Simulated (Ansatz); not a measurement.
# SiC (Moissanite 3C, F-43m): from the cell to its phonons, part 2 of 3

How does SiC (Moissanite 3C, F-43m) vibrate, and is this structure a minimum?

Ansatz 0.2.0; DFT LDA, scalar-relativistic, plane waves, PAW; PAW set soft_1.

So far. Step 3 (Tight relaxation): The forces vanish by symmetry and the pressure is 0.000 GPa, within the tolerances set. The cell now holds 10.14 Å³/atom. The relaxed cell has a = 4.329 Å (conventional setting).

### 4. Modes at Γ

The zone centre comes first: it holds the modes that light can see, as far as symmetry allows. The response to a homogeneous field gives the Born charges and the dielectric tensor.

File input.yaml:

```yaml
crystal:
  lattice:
    - [0.0, 2.164534131, 2.164534131]
    - [2.164534131, 0.0, 2.164534131]
    - [2.164534131, 2.164534131, 0.0]
  atoms:
    - { symbol: Si, position: [0.0, 0.0, 0.0] }
    - { symbol: C, position: [0.25, 0.25, 0.25] }
kpoints:
  mp_grid: { grid: [12, 12, 12] }
hamiltonian:
  xc: lda
  pseudopotentials: { kind: paw, azcp: { folder: soft_1 }, xc_functional: pbe }
scf:
  occupations: { method: fixed }
output:
  eigenvalues: true
phonons:
  method: dfpt
  dielectric: true
  rigid_motions: translations
```

Command:

```
$ ansatz run input.yaml --threads 8 --pin off --max-ram 16384MiB --backend cpu --events-out ev --progress --plain --runs-dir out
```

Numbers of over 12 decimals in the logs are rounded to 6 here.

Output:

```text
[...]
Crystal: 2 atoms, lattice volume = 20.283 Å³
Basis set: ecut = 420 eV, 411 PW (Γ), exchange–correlation on 48×48×48 points (8 copies of the dense FFT grid, shifted against one another)
Bands: 8, of which v1, the nominal top of the filled ones, is band 4 counted from 1 (3 counted from 0)
Symmetry: 24 space group operations
k-points: 280 of 1728 (irreducible under 4 space group operations, time reversal used)
[...]
SCF iter   1: F=—  HF=-853.799655 eV  |F-HF|=—  |Δ(HF+E_count)|=         —  Δρ=1.41e-1  dr2=4.89e0  ethr=3.10e-3  ⟨swp⟩=4.5  Hψ=15616  notcnv=0  defer=294
[...]
SCF iter   8: F=-852.205129 eV  HF=-852.205129 eV  |F-HF|=1.93e-12  |Δ(HF+E_count)|=  1.25e-10  Δρ=2.52e-7  dr2=5.26e-12  ethr=1.25e-12  ⟨swp⟩=7.5  Hψ=14303  notcnv=0
SCF 1 converged in 8 iterations: F = -852.205129 eV  dr2 = 5.26e-12
[...]
NSCF: frozen V_eff on 1 k-points
DFPT response loops at Γ: preconditioner auto → none (the input reference at scf.mixing.eps_inf says where Resta's filter doesn't serve); β = 0.50; Broyden in place of MSR1
── the response to a field inside a basis, on 12×12×12 k-points: an SCF that follows is theirs, and a resumed run solves both again ──
Bands: 5, of which v1, the nominal top of the filled ones, is band 4 counted from 1 (3 counted from 0)
k-points: 182 of 1728 (irreducible under 6 space group operations, time reversal used)
[...]
Eigensolver: Dense (182 Hₖ)
SCF iter   1: F=—  HF=-852.206053 eV  |F-HF|=—  |Δ(HF+E_count)|=         —  Δρ=2.43e-4  dr2=1.54e-6  ethr=1.00e-1
[...]
SCF iter   4: F=-852.206055 eV  HF=-852.206055 eV  |F-HF|=1.88e-11  |Δ(HF+E_count)|=   2.89e-8  Δρ=1.76e-6  dr2=2.12e-10  ethr=1.28e-9
SCF 1 converged in 4 iterations: F = -852.206055 eV  dr2 = 2.12e-10
[...]
SCF converged after 8 iterations
Free energy (F): -852.205129 eV
[...]
Internal energy: -852.205129 eV  (E = F + TS)
E sigma→0 (E₀):  -852.205129 eV
Fermi energy:    9.498477 eV
[...]
--- Band table (eV; the first three rows and the last of 280) ---
[...]
--- Phonons (Γ-DFPT): 2 representative perturbations + reference, on 280 of 1728 k-points (Σ response iterations 6) ---
  k mesh reduced under 4 symmetry operations, with k and −k counted as one. Each operation leaves every solved perturbation unchanged. A smaller set is not considered because the run solves the response to a homogeneous field
  ASR residual: 1.439e-4 → 0.000e0 eV/Å²; symmetrization residual: 2.041e-7 eV/Å²
  ASR residual per site (eV/Å²): 2.74e-5 1.44e-4
  Γ frequencies (cm⁻¹): 0.00 0.00 0.00 797.81 797.81 797.81
  ε∞ (high-frequency dielectric tensor):
        6.920579     0.000000    -0.000000
        0.000000     6.920579     0.000000
       -0.000000     0.000000     6.920579
  ε⁰ (static dielectric tensor: ions relaxed, cell fixed):
       10.300134     0.000000    -0.000000
        0.000000    10.300134    -0.000000
       -0.000000    -0.000000    10.300134
  ε⁰ − ε∞ (ionic part):
        3.379554     0.000000    -0.000000
        0.000000     3.379554    -0.000000
       -0.000000    -0.000000     3.379554
  softest optical mode at Γ: 797.81 cm⁻¹; the repairs (sum rule, projections) moved no ω² at Γ by more than (1.81 cm⁻¹)²
  Born effective charges Z* (e; rows j = field, columns β = displacement):
    site 0:
         2.73123   -0.00000    0.00000
         0.00000    2.73123    0.00000
        -0.00000    0.00000    2.73123
    site 1:
        -2.73123    0.00000   -0.00000
        -0.00000   -2.73123   -0.00000
         0.00000   -0.00000   -2.73123
  Z* charge neutrality: 6.696e-4 e pre-enforcement
  solved inside a basis spanned on kpoints, on 12×12×12 k-points, its susceptibility summed on 16×16×16: ε∞ is read to err by 1.9e-2, Z* by 9.2e-3 e (field_mesh: kpoints solves on kpoints); Z* is corrected for what the basis lacks
  optical modes at Γ without the LO–TO term, one row a degenerate level:
      ω (cm⁻¹)  modes    IR ((D/Å)²/amu)
        797.81      3            61.3689
  optical modes at Γ + LO–TO along q̂ = [1.0000, 0.0000, 0.0000]:
      ω (cm⁻¹)  modes    IR ((D/Å)²/amu)
        797.81      2            40.9126
        973.31      1            20.4563
  optical modes at Γ + LO–TO along q̂ = [0.0000, 1.0000, 0.0000]:
      ω (cm⁻¹)  modes    IR ((D/Å)²/amu)
        797.81      2            40.9126
        973.31      1            20.4563
  optical modes at Γ + LO–TO along q̂ = [0.0000, 0.0000, 1.0000]:
      ω (cm⁻¹)  modes    IR ((D/Å)²/amu)
        797.81      2            40.9126
        973.31      1            20.4563
```

The job ended after 6 s (8 threads of Intel Xeon at 2.60GHz (Ice Lake), shared host; peak memory 0.58 GiB; 34 s of CPU time).

Numbers from this step:

- sum-rule residual before enforcement: 1.44e-4 eV/Å²
- miss of the charge sum rule: 6.70e-4 e
- estimated error of the dielectric tensor: 0.01880
- estimated error of the Born charges: 0.009225 e
- point group: -43m
- highest optical mode at the zone centre (no LO-TO term): 797.8 cm⁻¹
- lowest optical zone-centre mode: 797.8 cm⁻¹
- mean high-frequency dielectric constant: 6.921
- largest Born charge (third of the trace): 2.731 e
- mean static dielectric constant: 10.30
- top of the zone-centre spectrum with the field: 973.3 cm⁻¹

Without the LO-TO term. Patterns of degenerate modes are one choice out of their space. The modes at Γ (shares of kinetic energy by element, %):

```csv
mode,frequency (cm⁻¹),symmetry,Si %,C %
1,0.0,acoustic,70,30
2,0.0,acoustic,70,30
3,0.0,acoustic,70,30
4,797.8,T2,30,70
5,797.8,T2,30,70
6,797.8,T2,30,70
```

Displacements in mode 6 (797.8 cm⁻¹), the largest set to 1:
```
Si1  0.00 -0.43  0.00
C2   0.00  1.00  0.00
```

Optical modes at the zone centre, without and with the macroscopic field of the longitudinal modes; each column is sorted by frequency, so a row need not hold one and the same mode. Modes with and without the field, by row:

```csv
rank among optical modes,no field (cm⁻¹),"q along (1, 0, 0) (cm⁻¹)"
1,797.8,797.8
2,797.8,797.8
3,797.8,973.3
```

Born charge (rows field, columns displacement) (e), principal values of the symmetric part by kind of site:

```csv
atom,atoms with these values,low,middle,high,mean
Si1,1,2.73,2.73,2.73,2.73
C2,1,-2.73,-2.73,-2.73,-2.73
```

In full for Si1:

```
2.73 0.00 0.00
0.00 2.73 0.00
0.00 0.00 2.73
```

High-frequency dielectric tensor:

```
6.92 0.00 0.00
0.00 6.92 0.00
0.00 0.00 6.92
```

Static dielectric tensor (ions relaxed, fixed cell):

```
10.30  0.00  0.00
 0.00 10.30  0.00
 0.00  0.00 10.30
```

Transverse modes. Infrared lines, with heights relative to the strongest:

```csv
position (cm⁻¹),label,relative intensity
798,T2,100
```

Before it was imposed, the acoustic sum rule was missed by 1.4e-4 eV/Å² and the charge sum rule by 6.7e-4 e. Small misses are needed for a sound result but don't prove that mesh and cutoff are converged. The lowest optical mode is real, 798 cm⁻¹.

### 5. Response at finite wavevector

Stability and thermal properties need the whole zone. Linear response on a 4×4×4 q mesh gives force constants as far as a supercell of that size would, and the tensors from the zone-centre run are typed in so that the long-range dipole term is interpolated apart.

input.yaml, the sections that differ from step 4:

```yaml
phonons:
  method: dfpt
  qmesh: [4, 4, 4]
  temperatures: { t_max: 1000, t_step: 50 }
  qpath:
    path:
      - [[0.0, 0.0, 0.0], [-0.5, -0.5, 0.0], [-0.375, -0.375, 0.25]]
      - [[-0.375, 0.0, 0.375], [0.0, 0.0, 0.0], [0.0, 0.0, 0.5], [-0.5, -0.25, 0.25], [-0.5, -0.5, 0.0]]
    npoints: 10
  non_analytic_term:
    high_frequency_dielectric_tensor: [[6.9206, 0.0, 0.0], [0.0, 6.9206, 0.0], [0.0, 0.0, 6.9206]]
    born_effective_charges:
      - { species: Si, tensor: [[2.7312, 0.0, 0.0], [0.0, 2.7312, 0.0], [0.0, 0.0, 2.7312]] }
      - { species: C, tensor: [[-2.7312, 0.0, 0.0], [0.0, -2.7312, 0.0], [0.0, 0.0, -2.7312]] }
    source: "zone-centre run at this cell"
# crystal, kpoints, hamiltonian, scf, output: as in step 4
```

Output:

```text
Warning: phonons: the dynamical matrix that this run interpolates holds no multipole term above the dipole-dipole one, and a site of this crystal is no centre of inversion, so its interpolated transverse optical and acoustic branches and sound speeds can stay off near Gamma, and the density of states and the thermodynamics with them. What a run solves at a wave vector of phonons.qpoints, Gamma apart, where the deck admits one, is free of this, and under fd what a larger phonons.supercell samples
[...]
Crystal: 2 atoms, lattice volume = 20.283 Å³
Basis set: ecut = 420 eV, 411 PW (Γ), exchange–correlation on 48×48×48 points (8 copies of the dense FFT grid, shifted against one another)
Bands: 8, of which v1, the nominal top of the filled ones, is band 4 counted from 1 (3 counted from 0)
Symmetry: 24 space group operations
k-points: 72 of 1728 (time reversal used)
[...]
SCF iter   1: F=—  HF=-853.799653 eV  |F-HF|=—  |Δ(HF+E_count)|=         —  Δρ=1.41e-1  dr2=4.89e0  ethr=3.10e-3  ⟨swp⟩=4.5  Hψ=4009  notcnv=0  defer=70
[...]
SCF iter   8: F=-852.205129 eV  HF=-852.205129 eV  |F-HF|=1.36e-12  |Δ(HF+E_count)|=  1.27e-10  Δρ=2.52e-7  dr2=5.26e-12  ethr=1.00e-12  ⟨swp⟩=6.2  Hψ=3867  notcnv=0
SCF 1 converged in 8 iterations: F = -852.205129 eV  dr2 = 5.26e-12
[...]
DFPT response loops at q = (0, 0, 0) (fractional): preconditioner auto → none (the input reference at scf.mixing.eps_inf says where Resta's filter doesn't serve); β = 0.50; Broyden in place of MSR1
[...]
SCF converged after 8 iterations
Free energy (F): -852.205129 eV
[...]
Internal energy: -852.205129 eV  (E = F + TS)
E sigma→0 (E₀):  -852.205129 eV
Fermi energy:    9.498477 eV
[...]
--- Band table (eV; the first three rows and the last of 72) ---
[...]
--- Phonons (Γ-DFPT): 2 representative perturbations + reference (Σ response iterations 6) ---
  ASR residual: 1.425e-4 → 0.000e0 eV/Å²; symmetrization residual: 2.165e-7 eV/Å²
  ASR residual per site (eV/Å²): 2.73e-5 1.43e-4
  Γ frequencies (cm⁻¹): 0.00 0.00 0.00 797.81 797.81 797.81
--- Phonons (arbitrary-q DFPT): 8 irreducible q on the 4×4×4 mesh ---
  q = [0.0000, 0.0000, 0.0000] (star 1, of the zone-centre solve; hermiticity 2.20e-8, symmetrization 2.53e-15): -0.00 0.00 0.00 797.81 797.81 797.81
  q = [0.0000, 0.0000, 0.2500] (star 8, 2 solved perturbations on 936 of 1728 k-point pairs; hermiticity 1.22e-8, symmetrization 4.98e-15): 196.09 196.09 406.24 784.07 784.07 925.22
[...]
q = [0.0000, 0.2500, 0.2500] (star 6, 4 solved perturbations in 1608 linear systems a pass and spin channel, the states on 510 of 1728 k-point pairs; hermiticity 8.69e-9, symmetrization 2.55e-15): 275.32 275.32 402.16 782.36 782.36 928.74
[...]
sum rule: each row above includes the acoustic sum rule's correction from the zone centre's row sums; it moved no ω² by more than (1.80 cm⁻¹)²
  mesh force constants: q→R imaginary residual 1.22e-18; ASR residual 1.425e-4 → 0.000e0 eV/Å²; symmetrization residual 1.066e-14 eV/Å²
  interpolated dispersion: 63 rows × 6 modes
  density of states and harmonic sums: on the 28×28×28 q-mesh, interpolated from the force constants of a 4×4×4 supercell (with the dipole–dipole term of supplied tensors)
  largest difference from the sums on the solved wave vectors: F 6.81e-3 eV, S 1.09e-5 and C_V 3.97e-6 eV/K
  zero-point energy: 0.222393 eV/cell   skipped modes (ω ≤ 0): 3   left out of the sums: 2.28e-5 of the cell's modes: C_V's classical limit lies that fraction below 3 k_B per atom; for a crystal, a wire or a layer, F and S can be off by more, and a phonons.interpolated_qmesh denser along its periods is the remedy for the sampling
```

Run time: 23 s. Hardware: 8 threads; peak memory 0.98 GiB.

This step gave:

| Quantity | Value |
| --- | --- |
| sum-rule residual before enforcement | 1.43e-4 eV/Å² |
| lowest frequency on the path | 0 cm⁻¹ |
| highest frequency on the path or at a solved wavevector | 973.3 cm⁻¹ |
| mean frequency | 597.9 cm⁻¹ |
| Debye temperature (second moment) | 1190 K |
| logarithmic mean frequency | 544.8 cm⁻¹ |
| lowest mode on the q mesh (acoustic modes at Γ apart) | 196.1 cm⁻¹ |
| zero-point energy per atom | 111.2 meV |
| heat capacity at 300 K | 13.42 J/(mol atoms K) |
| vibrational entropy at 300 K | 8.448 J/(mol atoms K) |
| edges of the widest gap between branches, on path and mesh | 635, 744.6 cm⁻¹ |

Frequencies (cm⁻¹) solved at each irreducible wavevector; negative means imaginary. Frequencies by wavevector, by row:

```csv
q in reciprocal lattice units,star,mode 1,mode 2,mode 3,mode 4,mode 5,mode 6
0 0 0,1,0,0,0,797.8,797.8,797.8
0 0 0.25,8,196.1,196.1,406.2,784.1,784.1,925.2
0 0 -0.5,4,259.5,259.5,616,772.2,772.2,839.5
0 0.25 0.25,6,275.3,275.3,402.2,782.4,782.4,928.7
0 0.25 -0.5,24,327.4,404.5,544.4,768.3,777,862.1
0 0.25 -0.25,12,287.7,398.3,489.2,765.1,788.3,879.9
0 -0.5 -0.5,3,364.9,364.9,635,767.3,767.3,829.6
0.25 -0.5 -0.25,6,401.6,462.5,538.3,744.6,778.5,858.6
```

Interpolated from a 4×4×4 q mesh, with the LO-TO term (at Γ the limit along the path; where Γ stands inside the path, tables give the limit on arrival). Phonon branches along the path, in cm⁻¹:

```csv
point,branch 1,branch 2,branch 3,branch 4,branch 5,branch 6
Γ,0,0,0,798,798,973
halfway,275,275,402,782,782,929
X,365,365,635,767,767,830
halfway,362,395,616,763,766,840
U,352,446,569,760,762,860
jump to K,352,446,569,760,762,860
halfway,229,322,420,776,796,904
Γ,0,0,0,798,798,973
halfway,196,196,406,784,784,925
L,260,260,616,772,772,840
halfway,327,390,562,767,772,860
W,402,462,538,745,778,859
halfway,383,403,598,754,773,846
X,365,365,635,767,767,830
```

The phonon branches as a text plot (rows in cm⁻¹):

```
    953 |******                   **********
    912 |      **               **          **
    872 |        ***     *******              **     ********
    831 |           *****                       *****        ****
    791 |*********          ***********************************
    750 |         **************                    *************
    710 |
    669 |
    629 |           ****                         **           ***
    588 |         **    ***                    **  ***      **
    547 |        *         *                          ******
    507 |                   ***               *
    466 |       *          *   *             *           ***
    426 |               *** *** *           *          **   **
    385 |      *      **       *                      * *********
    345 |    **  ***********     *         *         ***
    304 |       *           *** * **               ***
    264 |   *  *               * *        *    *****
    223 |    **                 * **         **
    182 |  **                    *  *    * **
    142 |  *                      ***     *
    101 | *                         **  **
     61 | *                          *  *
     20 |*                            **
         Γ           X  U|K            Γ         L        W     X
```

Tetrahedra on a 28×28×28 mesh, mean over bins of 10 cm-1. Interpolated from a 4×4×4 q mesh. Table of phonon density of states by wavenumber; read off at these points:

```csv
wavenumber (cm⁻¹),phonon density of states (1/cm⁻¹/cell)
5,0
35,4.0e-5
55,1.2e-4
85,3.1e-4
105,4.8e-4
135,8.4e-4
165,0.00135
185,0.00181
215,0.00281
245,0.00471
265,0.00806
295,0.0091
315,0.00995
345,0.0120
365,0.0138
375,0.0109
395,0.00818
425,0.00701
455,0.00593
475,0.00244
505,0.00381
525,0.00614
545,0.0121
555,0.0102
585,0.00386
605,0.00209
635,9.0e-5
665,0
685,0
715,0
735,0
765,0.0475
775,0.0841
795,0.0149
815,0
845,0.0054
865,0.0308
875,0.0126
895,0.00562
925,0.00334
945,0.00229
975,1.2e-4
```

The partial phonon density of states has structure finer than the step of the table below, so its rows give means over 50 cm⁻¹, whole bins alone (the curve runs from -10 to 1011 cm⁻¹). Peaks (cm⁻¹: height): C 773.1: 0.0547, 863.0: 0.0218; Si 355.9: 0.0113, 548.4: 0.0103, 773.1: 0.0123, 863.0: 0.00226.

Phonopy on the run's constants, 21x21x21 mesh, Gaussian sigma 7.3 cm-1. Interpolated from a 4×4×4 q mesh. Table of partial phonon density of states by wavenumber; means over each step; values in 1/cm⁻¹/cell:

```csv
wavenumber (cm⁻¹),C,Si
50,2.9e-5,7.1e-5
100,1.3e-4,3.2e-4
150,3.2e-4,8.2e-4
200,6.3e-4,0.00171
250,0.00143,0.00428
300,0.00209,0.00727
350,0.00219,0.00978
400,0.00126,0.00691
450,8.1e-4,0.00468
500,6.0e-4,0.00327
550,5.7e-4,0.00808
600,1.0e-4,0.00253
650,7.9e-7,1.0e-4
700,1.3e-6,0
750,0.0172,0.00336
800,0.0153,0.00410
850,0.0107,0.00105
900,0.00514,0.00112
950,0.00142,5.3e-4
```

Second derivatives of the energy by pair, one row for each kind of neighbour of each atom listed. Each entry sums the pair over the periodic images of the supercell that the q mesh stands for, and in a polar crystal it holds the long-range dipole part too. Force constants by pair, by row:

```csv
atom,neighbour,distance (Å),third of the trace (eV/Å²),along the pair's line (eV/Å²)
Si1,itself,0,25.99,–
Si1,C,1.875,-5.415,-10.43
Si1,Si,3.061,-0.2532,-2.539
Si1,C,3.589,-0.0317,0.5408
Si1,Si,4.329,-0.0498,-0.3779
Si1,C,4.717,0.0669,0.5006
Si1,Si,5.302,-0.1027,-0.3233
Si1,C,5.624,0.0398,0.1465
Si1,C,5.624,0.0224,0.1373
C2,itself,0,25.05,–
C2,Si,1.875,-5.415,-10.43
C2,C,3.061,-0.2733,-1.701
C2,Si,3.589,-0.0317,0.5408
C2,C,4.329,0.0093,-0.1894
C2,Si,4.717,0.0669,0.5006
C2,C,5.302,-0.0252,-0.1748
C2,Si,5.624,0.0398,0.1465
C2,Si,5.624,0.0224,0.1373
```

Harmonic thermodynamic functions per atom, from the density of states. Interpolated from a 4×4×4 q mesh. Thermodynamic functions, by row:

```csv
T (K),F_vib (meV/atom),S (J/mol-atom/K),C_V (J/mol-atom/K)
0,111.2,0,0
50,111.2,0.074,0.257
100,111,0.747,2.21
200,108.7,4.086,8.187
300,102.2,8.448,13.42
400,91.15,12.84,16.99
500,75.72,16.89,19.27
600,56.28,20.55,20.75
700,33.26,23.82,21.74
800,7.01,26.77,22.42
900,-22.14,29.44,22.91
1000,-53.94,31.88,23.28
```

Harmonic mean-square displacement, third of the trace. Interpolated from a 4×4×4 q mesh. Mean square displacements, by row:

```csv
T (K),Si1 U_eq (Å²),C2 U_eq (Å²)
0,0.00153,0.00223
100,0.00162,0.00231
300,0.00249,0.00299
600,0.00434,0.00464
```

Symmetry leaves 8 wavevectors to solve. The lowest mode among them, the acoustic zeros apart, lies at q = (0, 0, 0.25) and is real, 196 cm⁻¹.

(Continued in part 3 of 3.)

[Logs are printed without paths, hosts, clocks, repeated set-up lines and the standing remarks that a program may print on its own settings, such as how far it seeks lower states.]

[Hosts, paths, dates, database ids (printed as entryN), source tags and the programs' standing remarks are cut or masked in the printed files.]
